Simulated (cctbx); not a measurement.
## Eu14BeRh with cctbx, script by script

Library: cctbx 2025.11. The data are simulated by the first script.

## 1. Simulate the data

run.py:

```python
from cctbx import adptbx, crystal, miller, sgtbx, xray
from cctbx.array_family import flex
from iotbx.shelx import hklf
from scitbx import matrix
import scitbx.random

cs = crystal.symmetry(unit_cell=(11.977, 7.418, 13.118, 90, 90, 90), space_group_symbol='Hall: A 2 -2')  # Amm2
atoms = [  # label, site, U (iso, or U11 U22 U33 U12 U13 U23 in A^2), occupancy
    ("Eu1", (0.7483, 0.5, 0.3281), 0.0081, 1),
    ("Eu2", (0.7481, 0, 0.3321), 0.0086, 1),
    ("Eu3", (0.7351, 0.7536, 0.0825), 0.0092, 1),
    ("Eu4", (0, 0.2529, 0.4146), 0.0084, 1),
    ("Eu5", (0.5, 0.2583, 0.4172), 0.0103, 1),
    ("Eu6", (0, 0.5, 0.1655), 0.0082, 1),
    ("Eu7", (0, 0, 0.1693), 0.0110, 1),
    ("Rh1", (0.5, 0.5, 0.1686), 0.0117, 1),
    ("Be1", (0.5, 0, 0.1688), 0.0192, 1),
]
xs = xray.structure(crystal_symmetry=cs)
for label, site, u, occ in atoms:
    u = adptbx.u_cif_as_u_star(cs.unit_cell(), u) if isinstance(u, tuple) else u
    xs.add_scatterer(xray.scatterer(label, site=site, u=u, occupancy=occ))
xs.set_inelastic_form_factors(0.71073, "sasaki")
xs.show_summary()
p1 = xs.expand_to_p1()
ms = miller.build_set(p1, anomalous_flag=True, d_min=0.65)
flex.set_random_seed(579316)
scitbx.random.set_random_seed(579316)
ms = ms.select(flex.random_double(ms.size()) < 0.5)
i = ms.structure_factors_from_scatterers(p1, algorithm="direct").f_calc().as_intensity_array().data()
i = i * 20000 / flex.max(i)
sig = flex.sqrt(i + flex.pow2(0.015 * i) + 4 ** 2)
noise = scitbx.random.variate(scitbx.random.normal_distribution())(i.size())
data = ms.array(data=i + sig * noise, sigmas=sig).set_observation_type_xray_intensity()
with open("data.hkl", "w") as f:
    data.export_as_shelx_hklf(f)
print("reflections written:", data.size(), " <I/sigma> = %.1f" % flex.mean(data.data() / data.sigmas()))
for h, a, b in list(data.sort("data"))[:12]:
    print("%4d%4d%4d %9.1f %7.1f" % (h + (a, b)))
```

```console
$ python run.py
```

```text
Number of scatterers: 9
At special positions: 8
Unit cell: (11.977, 7.418, 13.118, 90, 90, 90)
Space group: A m m 2 (No. 38)
reflections written: 8866  <I/sigma> = 4.4
  -4   0   0   20552.2   331.7
   4   0   0   19035.6   331.7
   2   0   4   16014.1   264.1
  -2   0   4   15892.7   264.1
  -2   2  -2   15176.9   252.5
  -2   0  -4   15163.7   265.2
  -2  -2   2   15007.1   253.9
  -2  -2  -2   14976.2   252.5
   0   4   0   14911.9   250.2
   0   2  -6   14801.1   253.6
   2  -2  -2   14794.4   252.5
   2   2  -2   14640.2   252.5
```

Run time: 0.42 s on 1 thread of Arm Neoverse V1 (shared host), peak memory 0.07 GiB.

## 2. Symmetry

run.py:

```python
from cctbx import crystal, sgtbx, statistics
from cctbx.array_family import flex
from iotbx.shelx import hklf

p1 = crystal.symmetry(unit_cell=(11.977, 7.418, 13.118, 90, 90, 90), space_group_symbol="P 1")
raw = hklf.reader(file_name="data.hkl").as_miller_arrays(crystal_symmetry=p1, anomalous=True)[0]
print(raw.size(), "reflections to d = %.3f A" % raw.d_min())
isig = raw.data() / raw.sigmas()
print("centring   violations  <I/sigma> of those")
best = "P"
for c in "ABCIRF":
    a = raw.customized_copy(space_group_info=sgtbx.space_group_info("Hall: %s 1" % c)).sys_absent_flags().data()
    m = flex.mean(isig.select(a))
    print("%5s %10d of %5d %8.1f" % (c, (isig.select(a) > 4).count(True), a.count(True), m))
    if (isig.select(a) > 4).count(True) < 0.01 * a.count(True):
        best = c
raw = raw.select(~raw.customized_copy(space_group_info=sgtbx.space_group_info("Hall: %s 1" % best)).sys_absent_flags().data())
isig = raw.data() / raw.sigmas()
rows = []
for s in sgtbx.space_group_symbol_iterator():
    g = sgtbx.space_group(s)
    if g.conventional_centring_type_symbol() != best or not g.is_compatible_unit_cell(p1.unit_cell(), 1e-3, 0.02):
        continue
    rows.append((s, g))
print("Laue class    unique    Rint  (classes that these axes allow; Friedel mates merged)")
rint = {}
for s, g in rows:
    laue = g.build_derived_patterson_group()
    key = laue.type().hall_symbol()
    if key not in rint:
        m = raw.customized_copy(space_group_info=laue.info(), anomalous_flag=False).merge_equivalents()
        rint[key] = m.r_int()
        print("%-14s %6d %7.3f" % (laue.type().lookup_symbol(), m.array().size(), m.r_int()))
floor = min(rint.values())
good = [(s, g) for s, g in rows if rint[g.build_derived_patterson_group().type().hall_symbol()] < 2 * floor + 0.03]
top = max(g.build_derived_patterson_group().order_z() for s, g in good)
print("space group    extra absences  I>4sigma  <I/sigma>")
for s, g in good:
    laue = g.build_derived_patterson_group()
    if laue.order_z() != top:
        continue
    a = raw.customized_copy(space_group_info=g.info()).sys_absent_flags().data()
    a &= ~raw.customized_copy(space_group_info=laue.info()).sys_absent_flags().data()
    bad = (isig.select(a) > 4).count(True)
    if bad <= 0.03 * a.count(True):
        print("%-16s %8d %10d %9s  %s" % (s.universal_hermann_mauguin(), a.count(True), bad, "%.1f" % flex.mean(isig.select(a)) if a.count(True) else "-", "centric" if g.is_centric() else "acentric"))
laue = max(good, key=lambda t: t[1].build_derived_patterson_group().order_z())[1].build_derived_patterson_group()
f = raw.customized_copy(space_group_info=laue.info(), anomalous_flag=False).merge_equivalents().array().eliminate_sys_absent().f_sq_as_f()
f.set_observation_type_xray_amplitude()
bins = max(3, min(8, f.size() // 12))
f.setup_binner(n_bins=bins)
w = statistics.wilson_plot(f, {e: n / laue.order_z() for e, n in {'Eu': 28.0, 'Rh': 2.0, 'Be': 2.0}.items()}, e_statistics=True)
print("Wilson B = %.2f A^2   <|E^2-1|> = %.3f (0.968 centric, 0.736 acentric)   E^2>4: %.1f %%" % (w.wilson_b, w.mean_e_sq_minus_1, w.percent_e_sq_gt_2))
print("shell (A)         n   <I/sigma>")
m = raw.customized_copy(space_group_info=laue.info(), anomalous_flag=False).merge_equivalents().array().eliminate_sys_absent()
for b in m.setup_binner(n_bins=bins).range_used():
    sel = m.binner().selection(b)
    print("%5.2f - %4.2f %6d %8.1f" % (min(m.binner().bin_d_range(b)[0] if m.binner().bin_d_range(b)[0] > 0 else 99, 99), m.binner().bin_d_range(b)[1], sel.count(True), flex.mean((m.data() / m.sigmas()).select(sel))))
```

```console
$ python run.py
```

```text
8866 reflections to d = 0.650 A
centring   violations  <I/sigma> of those
    A          0 of  4459      0.0
    B       1371 of  4386      3.5
    C       1371 of  4435      3.4
    I       1039 of  4454      3.0
    R       1583 of  5906      4.4
    F       1371 of  6640      2.3
Laue class    unique    Rint  (classes that these axes allow; Friedel mates merged)
A 1 2/m 1        2158   0.025
A 1 1 2/m        2126   0.026
A m m m          1251   0.028
space group    extra absences  I>4sigma  <I/sigma>
A 2 2 2                 0          0         -  acentric
A 2 m m                 0          0         -  acentric
A m m 2                 0          0         -  acentric
A m 2 m                 0          0         -  acentric
A m m m                 0          0         -  centric
Wilson B = 0.82 A^2   <|E^2-1|> = 1.311 (0.968 centric, 0.736 acentric)   E^2>4: 6.6 %
shell (A)         n   <I/sigma>
11.98 - 1.30    173     19.5
 1.30 - 1.03    164     19.6
 1.03 - 0.90    157     13.5
 0.90 - 0.82    149     17.8
 0.82 - 0.76    151     12.7
 0.76 - 0.72    160     13.2
 0.72 - 0.68    133     14.6
 0.68 - 0.65    164      9.8
```

Time: 0.37 s.

## 3. Patterson map

run.py:

```python
from cctbx import crystal, maptbx
from iotbx.shelx import hklf

cs = crystal.symmetry(unit_cell=(11.977, 7.418, 13.118, 90, 90, 90), space_group_symbol='Hall: A 2 -2')  # Amm2
raw = hklf.reader(file_name="data.hkl").as_miller_arrays(crystal_symmetry=cs, anomalous=True)[0]
merged = raw.eliminate_sys_absent().merge_equivalents()
fo2 = merged.array().set_observation_type_xray_intensity()
f = fo2.average_bijvoet_mates().f_sq_as_f()
pm = f.patterson_map(symmetry_flags=maptbx.use_space_group_symmetry, sharpening=False, resolution_factor=0.25)
peaks = pm.peak_search(parameters=maptbx.peak_search_parameters(min_distance_sym_equiv=0.4, max_clusters=14)).all()
top = peaks.heights()[0]
print("Patterson group", f.patterson_symmetry().space_group_info())
print("      u       v       w   height  length (A)")
for x, h in zip(peaks.sites(), peaks.heights()):
    y = [t - round(t) for t in x]
    print("%7.3f %7.3f %7.3f %8.1f %8.2f" % (x + (1000 * h / top, cs.unit_cell().length(y))))
```

```console
$ python run.py
```

```text
Patterson group A m m m
      u       v       w   height  length (A)
  0.000   0.000   0.000   1000.0     0.00
  0.000   0.000   0.500    946.4     6.56
  0.000   0.250   0.250    820.9     3.77
  0.500   0.250   0.250    764.4     7.08
  0.500   0.000   0.000    749.7     5.99
  0.500   0.000   0.500    728.1     8.88
  0.253   0.250   0.086    419.4     3.73
  0.251   0.000   0.164    398.5     3.70
  0.251   0.000   0.335    389.6     5.32
  0.046   0.102   0.000     23.4     0.93
  0.000   0.100   0.046     22.8     0.96
  0.045   0.102   0.500     21.5     6.62
  0.000   0.100   0.454     21.1     6.00
  0.000   0.154   0.203     20.6     2.90
```

Time: 0.42 s.

## 4. Charge flipping

run.py:

```python
import itertools
from cctbx import crystal, maptbx
from cctbx.array_family import flex
from iotbx.shelx import hklf
from smtbx.ab_initio import charge_flipping as cf

cs = crystal.symmetry(unit_cell=(11.977, 7.418, 13.118, 90, 90, 90), space_group_symbol='Hall: A 2 -2')  # Amm2
raw = hklf.reader(file_name="data.hkl").as_miller_arrays(crystal_symmetry=cs, anomalous=True)[0]
merged = raw.eliminate_sys_absent().merge_equivalents()
fo2 = merged.array().set_observation_type_xray_intensity()
f = fo2.average_bijvoet_mates().f_sq_as_f().resolution_filter(d_min=0.9)
p1 = f.expand_to_p1()
work = p1
flex.set_random_seed(44604)
it = cf.weak_reflection_improved_iterator(delta=None, weak_reflection_fraction=0.1)
it.start(work, phases=flex.random_double(p1.size()) * 6.2832, f_000=0)
it.delta = 0.9 * it.rho_map.sigma()
print("cycle      R  skewness")
for n, st in enumerate(itertools.islice(it, 200)):
    if n % 16 == 0:
        print("%5d %6.3f %8.2f" % (n, st.r1_factor(), st.rho_map.skewness()))
rho = p1.phase_transfer(it.f_calc).fft_map().apply_volume_scaling()
polish = cf.low_density_elimination_iterator(constant_rho_c=rho.sigma())
polish.start(f_obs=p1, phases=it.f_calc, f_000=0)
for _ in range(8):
    next(polish)
print("origin shift          correlation  skewness")
maps = []
for fc, shift, cc in itertools.islice(cf.f_calc_symmetrisations(f, polish.f_calc, 0), 4):
    m = f.phase_transfer(fc).fft_map(symmetry_flags=maptbx.use_space_group_symmetry, resolution_factor=0.25).apply_sigma_scaling()
    maps.append((m.skewness(), cc, m))
    print("%6.3f %6.3f %6.3f %10.3f %9.2f" % (tuple(shift) + (cc, m.skewness())))
skew, cc, m = max((t for t in maps if t[1] > maps[0][1] - 0.04), key=lambda t: t[0])
print("taken: symmetry correlation %.3f, skewness %.2f" % (cc, skew))
peaks = m.peak_search(parameters=maptbx.peak_search_parameters(min_distance_sym_equiv=0.9, max_clusters=14)).all()
sps = cs.special_position_settings(min_distance_sym_equiv=0.5)
print("peak      x       y       z  mult  height/sigma")
for k, (x, h) in enumerate(zip(peaks.sites(), peaks.heights())):
    ss = sps.site_symmetry(x)
    print("Q%-3d %7.4f %7.4f %7.4f %4d %8.1f" % ((k + 1,) + tuple(t % 1 for t in ss.exact_site()) + (ss.multiplicity(), h)))
```

```console
$ python run.py
```

```text
cycle      R  skewness
    0  0.554     0.41
   16  0.412     1.59
   32  0.424     1.55
   48  0.429     1.61
   64  0.429     1.67
   80  0.415     1.69
   96  0.447     1.90
  112  0.410     4.53
  128  0.386     4.29
  144  0.376     4.11
  160  0.377     4.15
  176  0.379     4.16
  192  0.385     4.01
origin shift          correlation  skewness
 0.458  0.160  0.000      0.940      3.37
 0.208  0.160 -0.000      0.940      3.43
 0.458  0.410  0.000      0.940      3.38
 0.208  0.410 -0.000      0.940      3.41
taken: symmetry correlation 0.940, skewness 3.43
peak      x       y       z  mult  height/sigma
Q1    0.2508  0.0000  0.4589    4     12.7
Q2    0.2502  0.0000  0.9599    4     11.7
Q3    0.2500  0.2462  0.2101    8     10.3
Q4    0.5000  0.0000  0.3005    2     10.2
Q5    0.5000  0.0000  0.7971    2      9.0
Q6    0.5000  0.2479  0.0515    4      8.9
Q7    0.0000  0.2517  0.0382    4      8.7
Q8    0.0000  0.0000  0.7971    2      7.7
Q9    0.0000  0.0000  0.2967    2      6.8
Q10   0.2871  0.0000  0.6050    4      4.5
Q11   0.2810  0.0000  0.0959    4      4.4
Q12   0.0000  0.2530  0.1744    4      3.9
Q13   0.5000  0.0000  0.3993    2      3.9
Q14   0.5000  0.2222  0.6311    4      3.3
```

Time: 0.86 s.

## 5. Refinement (model from the peaks)

run.py:

```python
import math
from cctbx import adptbx, crystal, maptbx, sgtbx, xray
from cctbx.array_family import flex
from cctbx.xray import observations
from iotbx.shelx import hklf
from scitbx.lstbx import normal_eqns_solving
from smtbx import absolute_structure, utils
from smtbx.refinement import constraints, least_squares

cs = crystal.symmetry(unit_cell=(11.977, 7.418, 13.118, 90, 90, 90), space_group_symbol='Hall: A 2 -2')  # Amm2
atoms = [  # label, site, U (iso, or U11 U22 U33 U12 U13 U23 in A^2), occupancy
    ("Eu1", (0.2508, 0, 0.4589), 0.0200, 1),
    ("Eu2", (0.2502, 0, 0.9599), 0.0200, 1),
    ("Eu3", (0.25, 0.2462, 0.2101), 0.0200, 1),
    ("Eu4", (0.5, 0, 0.3005), 0.0200, 1),
    ("Eu5", (0.5, 0, 0.7971), 0.0200, 1),
    ("Eu6", (0.5, 0.2479, 0.0515), 0.0200, 1),
    ("Eu7", (0, 0.2517, 0.0382), 0.0200, 1),
    ("Rh1", (0, 0, 0.7971), 0.0200, 1),
]
xs = xray.structure(crystal_symmetry=cs)
for label, site, u, occ in atoms:
    u = adptbx.u_cif_as_u_star(cs.unit_cell(), u) if isinstance(u, tuple) else u
    xs.add_scatterer(xray.scatterer(label, site=site, u=u, occupancy=occ))
xs.set_inelastic_form_factors(0.71073, "sasaki")
raw = hklf.reader(file_name="data.hkl").as_miller_arrays(crystal_symmetry=cs, anomalous=True)[0]
merged = raw.eliminate_sys_absent().merge_equivalents()
fo2 = merged.array().set_observation_type_xray_intensity()
print("Rint %.3f, %d unique reflections to %.2f A" % (merged.r_int(), fo2.size(), fo2.d_min()))
for sc in xs.scatterers():
    sc.flags.set_grad_site(True)
    sc.flags.set_grad_u_aniso(sc.flags.use_u_aniso())
    sc.flags.set_grad_u_iso(sc.flags.use_u_iso())
obs = fo2.as_xray_observations()
extra = {}
rep = constraints.reparametrisation(xs, [], utils.connectivity_table(xs), **extra)
ls = least_squares.crystallographic_ls(obs, rep, weighting_scheme=least_squares.mainstream_shelx_weighting(a=0, b=0))
print("cycle     R1     wR2    GooF  max shift (A)")
for cycle in range(6):
    ls.build_up()
    r1, wr2, goof = ls.r1_factor(cutoff_factor=2)[0], ls.wR2(), ls.goof()
    old = xs.sites_cart()
    normal_eqns_solving.levenberg_marquardt_iterations(ls, n_max_iterations=3, tau=0.0001, step_threshold=1e-7)
    big = flex.max((xs.sites_cart() - old).norms())
    print("%4d %7.4f %7.4f %7.3f %9.5f" % (cycle + 1, r1, wr2, goof, big))
    ls.build_up(objective_only=True)
    if abs(ls.wR2() - wr2) < 5e-5 and big < 5e-4:
        break
ls.build_up()
print("final R1 %.4f wR2 %.4f GooF %.3f  parameters %d  data/parameter %.1f" % (ls.r1_factor(cutoff_factor=2)[0], ls.wR2(), ls.goof(), ls.n_parameters, fo2.size() / ls.n_parameters))
cov = ls.covariance_matrix_and_annotations()
su = dict(zip(cov.annotations, (math.sqrt(max(v, 0)) for v in cov.matrix.matrix_packed_u_diagonal())))
a2 = cs.unit_cell().reciprocal_parameters()[0] ** -2
print("atom        x        y        z      Ueq    occ   su(xyz)  su(Uiso or U11)")
for sc in xs.scatterers():
    s = max(su.get(sc.label + k, 0) for k in (".x", ".y", ".z"))
    npd = "" if sc.is_positive_definite_u(cs.unit_cell()) else "  NPD"
    print("%-5s %8.5f %8.5f %8.5f %8.4f %6.3f %8.5f %7.4f%s" % ((sc.label,) + sc.site + (sc.u_iso_or_equiv(cs.unit_cell()), sc.occupancy, s, su.get(sc.label + ".uiso", su.get(sc.label + ".u11", 0) * a2), npd)))
fo = fo2.f_sq_as_f()
fc = fo.structure_factors_from_scatterers(xs, algorithm="direct").f_calc()
diff = fo.f_obs_minus_f_calc(1 / math.sqrt(ls.scale_factor()), fc).average_bijvoet_mates()
m = diff.fft_map(symmetry_flags=maptbx.use_space_group_symmetry, resolution_factor=0.25).apply_volume_scaling()
print("difference map: max %.2f min %.2f rms %.2f" % (m.statistics().max(), m.statistics().min(), m.statistics().sigma()))
peaks = m.peak_search(parameters=maptbx.peak_search_parameters(min_distance_sym_equiv=0.6, max_clusters=6)).all()
near = xs.closest_distances(peaks.sites(), distance_cutoff=4)
sps = cs.special_position_settings(min_distance_sym_equiv=0.5)
for k, (x, h) in enumerate(zip(peaks.sites(), peaks.heights())):
    ss = sps.site_symmetry(x)
    print("Q%-3d %7.4f %7.4f %7.4f %4d %7.2f  %.2f A from %s" % ((k + 1,) + tuple(t % 1 for t in ss.exact_site()) + (ss.multiplicity(), h, near.smallest_distances[k], xs.scatterers()[near.i_seqs[k]].label)))
```

```console
$ python run.py
```

```text
Rint 0.025, 2215 unique reflections to 0.65 A
cycle     R1     wR2    GooF  max shift (A)
   1  0.2801  0.4769   8.953   0.11943
   2  0.1690  0.2974   5.584   0.05539
   3  0.0787  0.1349   2.533   0.01710
   4  0.0576  0.0965   1.812   0.00958
   5  0.0475  0.0797   1.497   0.00832
   6  0.0413  0.0701   1.316   0.00716
final R1 0.0370 wR2 0.0637 GooF 1.195  parameters 22  data/parameter 100.7
atom        x        y        z      Ueq    occ   su(xyz)  su(Uiso or U11)
Eu1    0.24816  0.00000  0.46183   0.0092  1.000  0.00007  0.0002
Eu2    0.24831  0.00000  0.95763   0.0077  1.000  0.00007  0.0001
Eu3    0.23546  0.24553  0.21191   0.0092  1.000  0.00009  0.0001
Eu4    0.50000  0.00000  0.29840   0.0125  1.000  0.00012  0.0002
Eu5    0.50000  0.00000  0.79511   0.0094  1.000  0.00011  0.0002
Eu6    0.50000  0.24691  0.04416   0.0093  1.000  0.00015  0.0001
Eu7    0.00000  0.24347  0.04662   0.0118  1.000  0.00017  0.0001
Rh1    0.00000  0.00000  0.79815   0.0162  1.000  0.00018  0.0003
difference map: max 12.20 min -3.98 rms 0.51
Q1    0.0000  0.0000  0.8016    2   12.25  0.04 A from Rh1
Q2    0.0000  0.0000  0.2854    2    4.94  3.49 A from Eu3
Q3    0.0000  0.2137  0.0427    4    4.93  0.23 A from Eu7
Q4    0.0000  0.0000  0.6212    2    3.90  2.14 A from Eu7
Q5    0.0000  0.0000  0.4607    2    3.51  2.21 A from Eu7
Q6    0.5000  0.0000  0.2987    2    3.11  0.00 A from Eu4
```

Time: 1.4 s.

[Logs are printed without paths, hosts, clocks, repeated set-up lines and the standing remarks that a program may print on its own settings, such as how far it seeks lower states.]
